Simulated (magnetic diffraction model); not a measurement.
# Which magnetic order? Rb2ErTlBr6

Space group Fm-3m (no. 225), a = 12.1720 Å.

| site | atom | x | y | z |
| --- | --- | --- | --- | --- |
| 4b | Tl | 1/2 | 0 | 0 |
| 4a | Er | 0 | 0 | 0 |
| 8c | Rb | 1/4 | 3/4 | 3/4 |
| 24e | Br | 0 | 0 | 0.7756 |

This is a made-up structure (elements placed in a structure type, unrelaxed), so the numbers test the method and describe no known phase.

Only Er is taken to order (form factors of Er3+); orders and moment sizes are assumed, and not adapted to the symmetry. Radiation: neutrons of λ = 1.594 Å, 8° to 50°; isotropic B of 0.26 Å² (Tl), 0.42 Å² (Er), 0.36 Å² (Rb) and 0.47 Å² (Br). The intensities are simulated: I ∝ L Σ (|F_N|² + |F_M⊥|²) for unpolarised neutrons, with F_M = 2.695 fm/μB × Σ f(s) S exp(2πi Q·r) exp(−B s²) at Q = H ± k (one set where k and −k are equivalent), only the part normal to Q counting and L = 1/(sin²θ cos θ). For collinear order S is the moment m, which repeats by lattice and centring translations R with the sign exp(−2πi k·R). Form factors are spin-only for 3d ions and dipole or tabulated for f ions, scattering lengths are Sears's of 1992, and absorption is left out. A label names one of the reflections at its angle. The strongest nuclear line in the range is 100, and lines under 0.2 are left out.

Above the ordering temperature:

```
2θ (°)    index      I
 13.02  (1 1 1)    4.5
 15.05  (2 0 0)   23.2
 21.35  (2 2 0)   29.0
 25.09  (3 1 1)    1.1
 26.22  (2 2 2)   49.1
 30.37  (4 0 0)  100.0
 33.17  (3 3 1)    9.3
 34.05  (4 2 0)   13.2
 37.42  (4 2 2)   14.4
 39.78  (5 1 1)   15.3
 43.48  (4 4 0)   93.8
 45.58  (5 3 1)    1.6
 46.27  (6 0 0)    9.4
 48.93  (6 2 0)   19.8
```

Below it (cell unchanged):

```csv
2θ (°),I
12.47,41.3
13.02,4.5
15.05,23.2
16.41,17.5
19.59,12.6
21.35,29.0
22.34,23.4
24.79,9.8
25.09,1.1
26.22,49.1
27.04,11.5
29.13,15.6
30.37,100.0
31.09,2.9
32.94,10.9
33.17,9.3
34.05,13.2
34.71,11.7
36.40,7.2
37.42,14.4
38.02,9.6
39.59,5.3
39.78,15.3
41.11,4.8
42.58,4.8
43.48,93.8
44.01,9.9
45.41,6.0
45.58,1.6
46.27,9.4
46.77,4.5
48.11,7.4
48.93,19.8
49.41,1.1
```

**Question.** Check that the new lines index with k = (1/2 1/2 1/2), then choose among these models:
A. collinear moments along [001], 7.7 μB on Er
B. collinear moments along [111], 7.7 μB on Er
C. collinear moments along [101], 7.7 μB on Er

The new lines index as (1/2 1/2 -3/2) at 12.47°, (3/2 3/2 -1/2) at 16.41°, (5/2 1/2 1/2) at 19.59° and (5/2 1/2 -3/2) at 22.34°, that is as H ± k with k = (1/2 1/2 1/2), one of 4 inequivalent arms of its star (k and −k counted as one), which a powder can't tell apart. Half indices mean that the moments reverse under translations with k·R a half-integer, and the magnetic cell has twice the primitive volume. Below the range, at 6.50°, lies the magnetic line (1/2 1/2 1/2) with 21.

Magnetic intensity, observed (below minus above) and for each model:

| 2θ (°) | index | observed | A | B | C |
| --- | --- | --- | --- | --- | --- |
| 12.47 | (1/2 1/2 -3/2) | 41.3 | 33.7 | 49.0 | 41.3 |
| 16.41 | (3/2 3/2 -1/2) | 17.5 | 19.0 | 16.0 | 17.5 |
| 19.59 | (5/2 1/2 1/2) | 12.6 | 17.4 | 7.8 | 12.6 |
| 22.34 | (5/2 1/2 -3/2) | 23.4 | 19.7 | 27.0 | 23.4 |
| 24.79 | (3/2 3/2 -5/2) | 9.8 | 7.8 | 11.7 | 9.8 |
| 27.04 | (5/2 5/2 1/2) | 11.5 | 12.9 | 10.1 | 11.5 |
| 31.09 | (7/2 3/2 3/2) | 2.9 | 4.7 | 1.1 | 2.9 |
| 39.59 | (9/2 5/2 1/2) | 5.3 | 7.9 | 2.8 | 5.3 |

Model C matches.

The structure used: k = (1/2 1/2 1/2), collinear moments along [101], 7.7 μB on Er.

[Logs are printed without paths, hosts, clocks, repeated set-up lines and the standing remarks that a program may print on its own settings, such as how far it seeks lower states.]
